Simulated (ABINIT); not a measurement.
# SnO2 (Cassiterite): Bethe-Salpeter spectra with ABINIT

Wanted: excitons and ε₂ of SnO2 (Cassiterite), with cost.

Method: PBE and many-body steps on it, plane waves, in ABINIT 10.8.3.

This is a report of a sequence of runs, with most program output left out.

## 1. The structure

It takes space group P4_2/mnm (No. 136, tetragonal). Conventional cell: a = 4.738 Å, b = 4.738 Å, c = 3.187 Å, α = 90.00°, β = 90.00°, γ = 90.00°. Nearest to Sn lie 6 O at 2.05 to 2.06 Å. Nearest to O lie 3 Sn at 2.05 to 2.06 Å. Farther neighbours and most contacts between anions are not listed.

The cell and positions come from the Crystallography Open Database and are kept as given unless a step says otherwise.

## 2. Empty states on the mesh, 4×4×4 mesh, 129 bands

This step: ABINIT 10.8.3; DFT, PBE, plane waves, norm-conserving pseudopotentials.

The sums over transitions need many empty states on a uniform mesh; this step solves for them.

Input file run.abi:

```
acell 3*1.0 Angstrom
rprim 
  4.738000000000 0.000000000000 0.000000000000
  0.000000000000 4.738000000000 0.000000000000
  0.000000000000 0.000000000000 3.186500000000
ntypat 2
znucl 50 8
natom 6
typat 1 1 2 2 2 2
xred 
  0.000000000000 0.000000000000 0.000000000000
  0.500000000000 0.500000000000 0.500000000000
  0.307100000000 0.307100000000 0.000000000000
  0.192900000000 0.807100000000 0.500000000000
  0.692900000000 0.692900000000 0.000000000000
  0.807100000000 0.192900000000 0.500000000000
pp_dirpath "pseudos"
pseudos "Sn.upf, O.upf"
ecut 42
ngkpt 4 4 4
nshiftk 1
shiftk 0 0 0
kptopt 1
chksymbreak 0
iscf -2
irdden 1
istwfk *1
nband 129
nbdbuf 10
tolwfr 1e-09
nstep 60
prtvol 0
indata_prefix "in"
outdata_prefix "out"
tmpdata_prefix "tmp"
```

Command:

```
OMP_NUM_THREADS=1 mpirun -n 8 abinit run.abi > log
```

Wall time 80 s (8 MPI ranks of Arm Neoverse V1, shared host); peak memory 0.79 GiB.

This step gave:

| Item | Value |
| --- | --- |
| gap | 1.284 eV |
| k of the valence top | 0, 0, 0 |
| k of the conduction bottom | 0, 0, 0 |
| least direct gap | 1.284 eV |
| k points computed | 18 |
| lowest point of the top converged band, above the valence top | 57.6405 eV |

On this mesh the gap is 1.284 eV.

The density comes from a self-consistent run that is not shown.

## 3. Screening, 4×4×4 mesh, 119 bands, screening to 130.6 eV

The RPA dielectric matrix is built and inverted for each q.

This step: RPA screening on PBE, plane waves, norm-conserving pseudopotentials.

Edit run.abi of step 2 so:

```diff
@@ -24,10 +24,11 @@
 chksymbreak 0
-iscf -2
-irdden 1
 istwfk *1
-nband 129
-nbdbuf 10
-tolwfr 1e-09
-nstep 60
-prtvol 0
+occopt 1
+irdwfk 1
+optdriver 3
+nband 119
+ecuteps 4.8
+inclvkb 2
+awtr 1
+symchi 1
 indata_prefix "in"
```

Run time: 3.1 min. Hardware: 8 MPI ranks; peak memory 4.4 GiB; 25 min of CPU time.

Numbers from this step:

* ε∞ with local fields, on this mesh, along the program's q direction: 4.594
* the same without local fields: 4.808
* plasma frequency: 36.20 eV
* plane waves in the screening matrix: 249

Local fields lower ε∞ by 4 %. On a Γ-centred mesh this coarse the value itself is usually too large, while a short band sum pulls it down.

## 4. Self-energy, 4×4×4 mesh, 119 bands, screening to 130.6 eV

The self-energy is evaluated for the states that the input lists, and the levels follow from it, in one-shot runs by the linearised quasiparticle equation.

This step: G0W0 on PBE, plane waves, norm-conserving pseudopotentials.

Edit run.abi of step 3 so:

```diff
@@ -27,8 +27,15 @@
 irdwfk 1
-optdriver 3
+optdriver 4
 nband 119
+gwcalctyp 0
+ecutsigx 42
+symsigma 1
+nkptgw 1
+kptgw 
+  0.0000000000 0.0000000000 0.0000000000
+bdgw 
+  32 36
 ecuteps 4.8
-inclvkb 2
-awtr 1
-symchi 1
+irdscr 1
+ppmodel 1
 indata_prefix "in"
```

Run time: 8.1 s. Hardware: 8 MPI ranks; peak memory 2.7 GiB; 64 s of CPU time.

This step gave:

| Item | Value |
| --- | --- |
| G0W0 gap on the points computed | 2.721 eV |
| starting gap on the mesh | 1.284 eV |
| k of the valence top | 0, 0, 0 |
| k of the conduction bottom | 0, 0, 0 |
| least direct G0W0 gap on the computed points | 2.721 eV |

The gap on the mesh goes from 1.28 eV to 2.72 eV, a correction of +1.44 eV.

The gap opens by 1.437 eV; the next steps shift the empty bands rigidly by 1.437 eV.

## 5. Excitons

Light makes an electron and a hole together. The Bethe-Salpeter equation adds their screened attraction and their exchange, in a window of bands around the gap.

This step: Bethe-Salpeter equation on PBE with a scissors shift, plane waves, norm-conserving pseudopotentials.

Edit run.abi of step 4 so:

```diff
@@ -27,15 +27,17 @@
 irdwfk 1
-optdriver 4
-nband 119
-gwcalctyp 0
-ecutsigx 42
-symsigma 1
-nkptgw 1
-kptgw 
-  0.0000000000 0.0000000000 0.0000000000
-bdgw 
-  32 36
-ecuteps 4.8
+optdriver 99
+bs_calctype 1
+mbpt_sciss 1.437 eV
+bs_loband 29
+nband 36
+bs_exchange_term 1
+bs_coulomb_term 11
+bs_coupling 0
+bs_algorithm 1
+bs_freq_mesh 0 6 0.05 eV
+zcut 0.1 eV
+ecuteps 3
+ecutwfn 21
+inclvkb 2
 irdscr 1
-ppmodel 1
 indata_prefix "in"
```

The job ended after 14 s (8 MPI ranks; peak memory 1.1 GiB; 1.8 min of CPU time).

Numbers from this step:

| Item | Value |
| --- | --- |
| direct gap of the transition levels | 2.721 eV |
| transitions in the window | 768 |
| first strong exciton (over a fiftieth of the strongest listed) | 2.984 eV |
| lowest state | 2.217 eV |
| binding of the lowest state below the direct gap | 0.5038 eV |
| Coulomb term of one mesh cell | 0.5362 eV |

The binding is 0.94 times the screened Coulomb term of one mesh cell (0.54 eV), so it is not shown settled.

The lowest state lies at 2.217 eV, 0.504 eV under the direct gap.

Lines within 3 meV are set at the lowest of them, and the highest group, which the list may cut short, is left out. Lines of the exciton spectrum (strongest = 100):

| position (eV) | lines merged | oscillator strength, relative |
| --- | --- | --- |
| 2.217 | 1 | 0.0 |
| 2.984 | 2 | 100 |
| 3.458 | 2 | 0.0 |
| 3.696 | 1 | 0.0 |
| 3.808 | 2 | 0.2 |
| 3.860 | 1 | 0.0 |
| 4.167 | 1 | 0.0 |
| 4.223 | 2 | 57 |
| 4.236 | 1 | 0.0 |
| 4.254 | 1 | 0.0 |

Mean over the three Cartesian directions of q; broadening 0.1 eV; transition window only. Limits: finite bands, cutoff and mesh; no spin-orbit coupling; coarse k mesh; exciton not shown settled in the k mesh. ε₂ against photon energy; read off at these points:

| photon energy (eV) | BSE | no electron-hole interaction | Kohn-Sham, no shift |
| --- | --- | --- | --- |
| 0.00 | 0 | 0 | 0 |
| 0.15 | 0.00173 | 0.001 | 0.0034 |
| 0.30 | 0.00343 | 0.002 | 0.007 |
| 0.50 | 0.0059 | 0.0033 | 0.0124 |
| 0.65 | 0.0079 | 0.00443 | 0.0173 |
| 0.80 | 0.0101 | 0.00557 | 0.0232 |
| 0.95 | 0.0126 | 0.00677 | 0.0311 |
| 1.15 | 0.0165 | 0.00863 | 0.0468 |
| 1.30 | 0.0201 | 0.0102 | 0.0662 |
| 1.45 | 0.0244 | 0.0120 | 0.0999 |
| 1.60 | 0.0300 | 0.0141 | 0.168 |
| 1.75 | 0.0372 | 0.0167 | 0.346 |
| 1.95 | 0.0513 | 0.0209 | 1.68 |
| 2.10 | 0.0678 | 0.0251 | 2.58 |
| 2.25 | 0.0943 | 0.0305 | 0.672 |
| 2.40 | 0.141 | 0.038 | 0.287 |
| 2.55 | 0.239 | 0.0488 | 0.183 |
| 2.75 | 0.694 | 0.0734 | 0.163 |
| 2.90 | 2.56 | 0.109 | 0.208 |
| 3.00 | 4.27 | 0.150 | 0.287 |
| 3.05 | 3.07 | 0.182 | 0.366 |
| 3.20 | 0.815 | 0.378 | 1.13 |
| 3.40 | 0.302 | 1.92 | 1.12 |
| 3.55 | 0.219 | 2.31 | 0.495 |
| 3.70 | 0.215 | 0.615 | 0.757 |
| 3.85 | 0.282 | 0.275 | 0.800 |
| 4.00 | 0.524 | 0.182 | 0.516 |
| 4.20 | 2.49 | 0.168 | 1.00 |
| 4.35 | 1.15 | 0.217 | 0.691 |
| 4.50 | 0.676 | 0.396 | 0.693 |
| 4.65 | 1.37 | 1.28 | 0.902 |
| 4.70 | 1.44 | 1.92 | 0.912 |
| 4.80 | 0.893 | 1.55 | 0.736 |
| 5.00 | 1.01 | 0.490 | 1.17 |
| 5.05 | 1.26 | 0.507 | 1.55 |
| 5.15 | 1.13 | 0.824 | 2.40 |
| 5.30 | 0.882 | 0.740 | 2.22 |
| 5.45 | 1.27 | 0.534 | 2.07 |
| 5.55 | 2.10 | 0.894 | 1.89 |
| 5.65 | 1.40 | 0.957 | 2.57 |
| 5.80 | 1.11 | 0.673 | 1.60 |
| 5.95 | 2.27 | 0.721 | 2.06 |

## 6. Model screening

Edit run.abi of step 5 so:

```diff
@@ -30,6 +30,6 @@
 mbpt_sciss 1.437 eV
-bs_loband 29
-nband 36
+bs_loband 33
+nband 35
 bs_exchange_term 1
-bs_coulomb_term 11
+bs_coulomb_term 21
 bs_coupling 0
@@ -41,3 +41,4 @@
 inclvkb 2
-irdscr 1
+mdf_epsinf 4.59
+irdden 1
 indata_prefix "in"
```

Wall time 5.9 s (8 MPI ranks); peak memory 1.1 GiB.

Numbers from this step:

```yaml
direct_gap_of_the_transition_levels: 2.721 eV
transitions_in_the_window: 128
first_strong_exciton_over_a_fiftieth_of_the_strongest_listed: 2.994 eV
lowest_state: 2.222 eV
binding_of_the_lowest_state_below_the_direct_gap: 0.4992 eV
coulomb_term_of_one_mesh_cell: 0.5362 eV
```

The binding is 0.93 times the screened Coulomb term of one mesh cell (0.54 eV), so it is not shown settled.

The lowest state lies at 2.222 eV, 0.499 eV under the direct gap.

The ε₂ has structure finer than the step of the table below, so its rows give means over 0.2 eV, whole bins alone (the curve runs from 0 to 5.95 eV). Peaks (eV: height): BSE 3.00: 1.95, 4.25: 2.26, 5.10: 0.774; no electron-hole interaction 3.50: 1.60, 4.75: 2.03, 5.60: 0.856; Kohn-Sham, no shift 2.05: 1.64, 3.30: 2.07, 4.15: 0.844, 5.20: 1.86.

Mean over the three Cartesian directions of q; broadening 0.1 eV; transition window only. Limits: finite bands, cutoff and mesh; no spin-orbit coupling; coarse k mesh; exciton not shown settled in the k mesh. The ε₂ by photon energy; means over each step:

| photon energy (eV) | BSE | no electron-hole interaction | Kohn-Sham, no shift |
| --- | --- | --- | --- |
| 0.2 | 1.0e-3 | 6.1e-4 | 0.00234 |
| 0.4 | 0.00204 | 0.00124 | 0.00488 |
| 0.6 | 0.00316 | 0.00190 | 0.00790 |
| 0.8 | 0.00443 | 0.00263 | 0.0119 |
| 1.0 | 0.00592 | 0.00345 | 0.0176 |
| 1.2 | 0.00777 | 0.00438 | 0.0269 |
| 1.4 | 0.0101 | 0.00550 | 0.0449 |
| 1.6 | 0.0133 | 0.00688 | 0.0895 |
| 1.8 | 0.0179 | 0.00862 | 0.271 |
| 2.0 | 0.0251 | 0.0109 | 1.18 |
| 2.2 | 0.0377 | 0.0142 | 0.608 |
| 2.4 | 0.0637 | 0.0191 | 0.162 |
| 2.6 | 0.136 | 0.0273 | 0.104 |
| 2.8 | 0.495 | 0.0426 | 0.126 |
| 3.0 | 1.52 | 0.0791 | 0.263 |
| 3.2 | 0.463 | 0.211 | 1.18 |
| 3.4 | 0.158 | 1.00 | 1.15 |
| 3.6 | 0.120 | 0.823 | 0.291 |
| 3.8 | 0.169 | 0.193 | 0.253 |
| 4.0 | 0.434 | 0.108 | 0.361 |
| 4.2 | 1.72 | 0.118 | 0.654 |
| 4.4 | 0.785 | 0.219 | 0.240 |
| 4.6 | 0.254 | 0.893 | 0.314 |
| 4.8 | 0.266 | 1.41 | 0.419 |
| 5.0 | 0.446 | 0.347 | 0.716 |
| 5.2 | 0.531 | 0.248 | 1.59 |
| 5.4 | 0.252 | 0.305 | 1.19 |
| 5.6 | 0.482 | 0.683 | 0.466 |
| 5.8 | 0.493 | 0.279 | 0.232 |

## 7. Empty states on the mesh, 4×4×6 mesh, 46 bands

This step: DFT, PBE, plane waves, norm-conserving pseudopotentials.

Edit run.abi of step 6 so:

```diff
@@ -19,3 +19,3 @@
 ecut 42
-ngkpt 4 4 4
+ngkpt 4 4 6
 nshiftk 1
@@ -24,21 +24,10 @@
 chksymbreak 0
+iscf -2
+irdden 1
 istwfk *1
-occopt 1
-irdwfk 1
-optdriver 99
-bs_calctype 1
-mbpt_sciss 1.437 eV
-bs_loband 33
-nband 35
-bs_exchange_term 1
-bs_coulomb_term 21
-bs_coupling 0
-bs_algorithm 1
-bs_freq_mesh 0 6 0.05 eV
-zcut 0.1 eV
-ecuteps 3
-ecutwfn 21
-inclvkb 2
-mdf_epsinf 4.59
-irdden 1
+nband 46
+nbdbuf 4
+tolwfr 1e-09
+nstep 60
+prtvol 0
 indata_prefix "in"
```

Run time: 19 s. Hardware: 8 MPI ranks; peak memory 0.64 GiB.

Numbers from this step:

```
gap                                                           : 1.284 eV
k of the valence top                                          : 0, 0, 0
k of the conduction bottom                                    : 0, 0, 0
least direct gap                                              : 1.284 eV
k points computed                                             : 24
lowest point of the top converged band, above the valence top : 10.99 eV
```

On this mesh the gap is 1.284 eV.

## 8. k mesh (4×4×6)

This step: Bethe-Salpeter equation on PBE with a scissors shift, plane waves, norm-conserving pseudopotentials.

Edit run.abi of step 7 so:

```diff
@@ -24,10 +24,21 @@
 chksymbreak 0
-iscf -2
+istwfk *1
+occopt 1
+irdwfk 1
+optdriver 99
+bs_calctype 1
+mbpt_sciss 1.437 eV
+bs_loband 33
+nband 35
+bs_exchange_term 1
+bs_coulomb_term 21
+bs_coupling 0
+bs_algorithm 1
+bs_freq_mesh 0 6 0.05 eV
+zcut 0.1 eV
+ecuteps 3
+ecutwfn 21
+inclvkb 2
+mdf_epsinf 4.59
 irdden 1
-istwfk *1
-nband 46
-nbdbuf 4
-tolwfr 1e-09
-nstep 60
-prtvol 0
 indata_prefix "in"
```

Run time: 7.1 s. Hardware: 8 MPI ranks; peak memory 1.3 GiB.

This step gave:

```
direct gap of the transition levels                            : 2.721 eV
transitions in the window                                      : 192
first strong exciton (over a fiftieth of the strongest listed) : 3.017 eV
lowest state                                                   : 2.249 eV
binding of the lowest state below the direct gap               : 0.4724 eV
Coulomb term of one mesh cell                                  : 0.4684 eV
```

The binding is 1.0 times the screened Coulomb term of one mesh cell (0.47 eV), so it is not shown settled.

The lowest state lies at 2.249 eV, 0.472 eV under the direct gap.

The window of bands is narrower than in the first exciton run, so this row is not like for like with it.

## 9. Empty states on the mesh, 6×6×8 mesh, 46 bands

This step: DFT, PBE, plane waves, norm-conserving pseudopotentials.

Edit run.abi of step 8 so:

```diff
@@ -19,3 +19,3 @@
 ecut 42
-ngkpt 4 4 6
+ngkpt 6 6 8
 nshiftk 1
@@ -24,21 +24,10 @@
 chksymbreak 0
+iscf -2
+irdden 1
 istwfk *1
-occopt 1
-irdwfk 1
-optdriver 99
-bs_calctype 1
-mbpt_sciss 1.437 eV
-bs_loband 33
-nband 35
-bs_exchange_term 1
-bs_coulomb_term 21
-bs_coupling 0
-bs_algorithm 1
-bs_freq_mesh 0 6 0.05 eV
-zcut 0.1 eV
-ecuteps 3
-ecutwfn 21
-inclvkb 2
-mdf_epsinf 4.59
-irdden 1
+nband 46
+nbdbuf 4
+tolwfr 1e-09
+nstep 60
+prtvol 0
 indata_prefix "in"
```

Elapsed: 41 s, on 8 MPI ranks; peak memory 0.75 GiB; 5.5 min of CPU time.

Numbers from this step:

```
gap                                                           : 1.284 eV
k of the valence top                                          : 0, 0, 0
k of the conduction bottom                                    : 0, 0, 0
least direct gap                                              : 1.284 eV
k points computed                                             : 50
lowest point of the top converged band, above the valence top : 10.99 eV
```

On this mesh the gap is 1.284 eV.

## 10. k mesh (6×6×8)

This step: Bethe-Salpeter equation on PBE with a scissors shift, plane waves, norm-conserving pseudopotentials.

Edit run.abi of step 9 so:

```diff
@@ -24,10 +24,21 @@
 chksymbreak 0
-iscf -2
+istwfk *1
+occopt 1
+irdwfk 1
+optdriver 99
+bs_calctype 1
+mbpt_sciss 1.437 eV
+bs_loband 33
+nband 35
+bs_exchange_term 1
+bs_coulomb_term 21
+bs_coupling 0
+bs_algorithm 1
+bs_freq_mesh 0 6 0.05 eV
+zcut 0.1 eV
+ecuteps 3
+ecutwfn 21
+inclvkb 2
+mdf_epsinf 4.59
 irdden 1
-istwfk *1
-nband 46
-nbdbuf 4
-tolwfr 1e-09
-nstep 60
-prtvol 0
 indata_prefix "in"
```

Wall time 17 s (8 MPI ranks); peak memory 2.2 GiB.

Numbers from this step:

```
direct gap of the transition levels                            : 2.721 eV
transitions in the window                                      : 576
first strong exciton (over a fiftieth of the strongest listed) : 3.158 eV
lowest state                                                   : 2.386 eV
binding of the lowest state below the direct gap               : 0.3345 eV
Coulomb term of one mesh cell                                  : 0.3248 eV
```

The binding is 1.0 times the screened Coulomb term of one mesh cell (0.32 eV), so it is not shown settled.

The lowest state lies at 2.386 eV, 0.335 eV under the direct gap.

Mean over the three Cartesian directions of q; broadening 0.1 eV; transition window only. Limits: finite bands, cutoff and mesh; no spin-orbit coupling; exciton not shown settled in the k mesh. Table of ε₂ by photon energy; read off at these points:

| photon energy (eV) | BSE | no electron-hole interaction | Kohn-Sham, no shift |
| --- | --- | --- | --- |
| 0.00 | 0 | 0 | 0 |
| 0.15 | 4.7e-4 | 3.3e-4 | 0.00103 |
| 0.30 | 0.00103 | 6.7e-4 | 0.00213 |
| 0.50 | 0.0017 | 0.00117 | 0.0037 |
| 0.65 | 0.0023 | 0.0015 | 0.005 |
| 0.80 | 0.0029 | 0.00187 | 0.00657 |
| 0.95 | 0.00353 | 0.00227 | 0.00847 |
| 1.15 | 0.00453 | 0.00287 | 0.0119 |
| 1.30 | 0.00543 | 0.0034 | 0.0156 |
| 1.45 | 0.00643 | 0.00393 | 0.0214 |
| 1.60 | 0.0076 | 0.0046 | 0.0317 |
| 1.75 | 0.00907 | 0.00533 | 0.0553 |
| 1.95 | 0.0115 | 0.0065 | 0.213 |
| 2.10 | 0.014 | 0.00763 | 0.326 |
| 2.25 | 0.0174 | 0.00897 | 0.129 |
| 2.40 | 0.0222 | 0.0107 | 0.129 |
| 2.55 | 0.0299 | 0.0130 | 0.268 |
| 2.75 | 0.0508 | 0.0177 | 0.801 |
| 2.90 | 0.0945 | 0.0236 | 0.450 |
| 3.05 | 0.271 | 0.0345 | 0.397 |
| 3.20 | 0.493 | 0.0602 | 0.582 |
| 3.40 | 0.177 | 0.240 | 0.976 |
| 3.55 | 0.237 | 0.298 | 0.439 |
| 3.70 | 0.654 | 0.126 | 0.476 |
| 3.80 | 1.38 | 0.121 | 0.732 |
| 3.85 | 1.27 | 0.135 | 0.683 |
| 4.00 | 0.631 | 0.297 | 0.430 |
| 4.20 | 0.529 | 0.748 | 0.480 |
| 4.35 | 1.06 | 0.458 | 0.706 |
| 4.50 | 0.964 | 0.386 | 0.566 |
| 4.65 | 0.444 | 0.630 | 0.769 |
| 4.80 | 0.491 | 0.915 | 0.528 |
| 4.90 | 0.778 | 0.773 | 0.680 |
| 5.00 | 0.651 | 0.416 | 0.637 |
| 5.15 | 0.388 | 0.513 | 0.489 |
| 5.30 | 0.546 | 0.668 | 0.430 |
| 5.40 | 0.690 | 0.513 | 0.389 |
| 5.45 | 0.624 | 0.407 | 0.472 |
| 5.65 | 0.447 | 0.518 | 0.630 |
| 5.75 | 0.584 | 0.697 | 0.422 |
| 5.80 | 0.537 | 0.712 | 0.346 |
| 5.95 | 0.487 | 0.552 | 0.312 |

The window of bands is narrower than in the first exciton run, so this row is not like for like with it.

## 11. Empty states on the mesh, 8×8×10 mesh, 46 bands

This step: DFT, PBE, plane waves, norm-conserving pseudopotentials.

Edit run.abi of step 10 so:

```diff
@@ -19,3 +19,3 @@
 ecut 42
-ngkpt 6 6 8
+ngkpt 8 8 10
 nshiftk 1
@@ -24,21 +24,10 @@
 chksymbreak 0
+iscf -2
+irdden 1
 istwfk *1
-occopt 1
-irdwfk 1
-optdriver 99
-bs_calctype 1
-mbpt_sciss 1.437 eV
-bs_loband 33
-nband 35
-bs_exchange_term 1
-bs_coulomb_term 21
-bs_coupling 0
-bs_algorithm 1
-bs_freq_mesh 0 6 0.05 eV
-zcut 0.1 eV
-ecuteps 3
-ecutwfn 21
-inclvkb 2
-mdf_epsinf 4.59
-irdden 1
+nband 46
+nbdbuf 4
+tolwfr 1e-09
+nstep 60
+prtvol 0
 indata_prefix "in"
```

Run time: 68 s. Hardware: 8 MPI ranks; peak memory 0.93 GiB.

This step gave:

```yaml
gap: 1.284 eV
k_of_the_valence_top: 0, 0, 0
k_of_the_conduction_bottom: 0, 0, 0
least_direct_gap: 1.284 eV
k_points_computed: 90
lowest_point_of_the_top_converged_band_above_the_valence_top: 10.99 eV
```

On this mesh the gap is 1.284 eV.

## 12. k mesh (8×8×10)

This step: Bethe-Salpeter equation on PBE with a scissors shift, plane waves, norm-conserving pseudopotentials.

Edit run.abi of step 11 so:

```diff
@@ -24,10 +24,21 @@
 chksymbreak 0
-iscf -2
+istwfk *1
+occopt 1
+irdwfk 1
+optdriver 99
+bs_calctype 1
+mbpt_sciss 1.437 eV
+bs_loband 33
+nband 35
+bs_exchange_term 1
+bs_coulomb_term 21
+bs_coupling 0
+bs_algorithm 1
+bs_freq_mesh 0 6 0.05 eV
+zcut 0.1 eV
+ecuteps 3
+ecutwfn 21
+inclvkb 2
+mdf_epsinf 4.59
 irdden 1
-istwfk *1
-nband 46
-nbdbuf 4
-tolwfr 1e-09
-nstep 60
-prtvol 0
 indata_prefix "in"
```

Run time: 49 s. Hardware: 8 MPI ranks; peak memory 3.7 GiB.

This step gave:

```
direct gap of the transition levels                            : 2.721 eV
transitions in the window                                      : 1280
first strong exciton (over a fiftieth of the strongest listed) : 3.233 eV
lowest state                                                   : 2.461 eV
binding of the lowest state below the direct gap               : 0.2605 eV
Coulomb term of one mesh cell                                  : 0.2489 eV
```

The binding is 1.0 times the screened Coulomb term of one mesh cell (0.25 eV), so it is not shown settled.

The lowest state lies at 2.461 eV, 0.260 eV under the direct gap.

The window of bands is narrower than in the first exciton run, so this row is not like for like with it.

(Continued in part 2 of 2.)

[Paths, hosts, dates, memory and timing lines, banners, echoed tables and standing remarks are left out of the program output.]

[Logs are printed without paths, hosts, clocks, repeated set-up lines and the standing remarks that a program may print on its own settings, such as how far it seeks lower states.]

[Runs of the session that timed out or met a known fault of the program may be left out.]

[No measured gap is set beside runs whose start may be inverted or whose files or cutoffs have a known fault.]

[Hosts, paths, dates, database ids (printed as entryN), source tags and the programs' standing remarks are cut or masked in the printed files.]

[G0W0 gaps are taken among the corrected bands and points alone; a level outside them can change the order at an edge.]

[Where Ansatz stands beside ABINIT at settings called matched, ABINIT's density can come from a denser mesh and the files from another edition; pairs whose starting gaps differed by over 0.03 eV were left out, so agreement reads better than it is.]
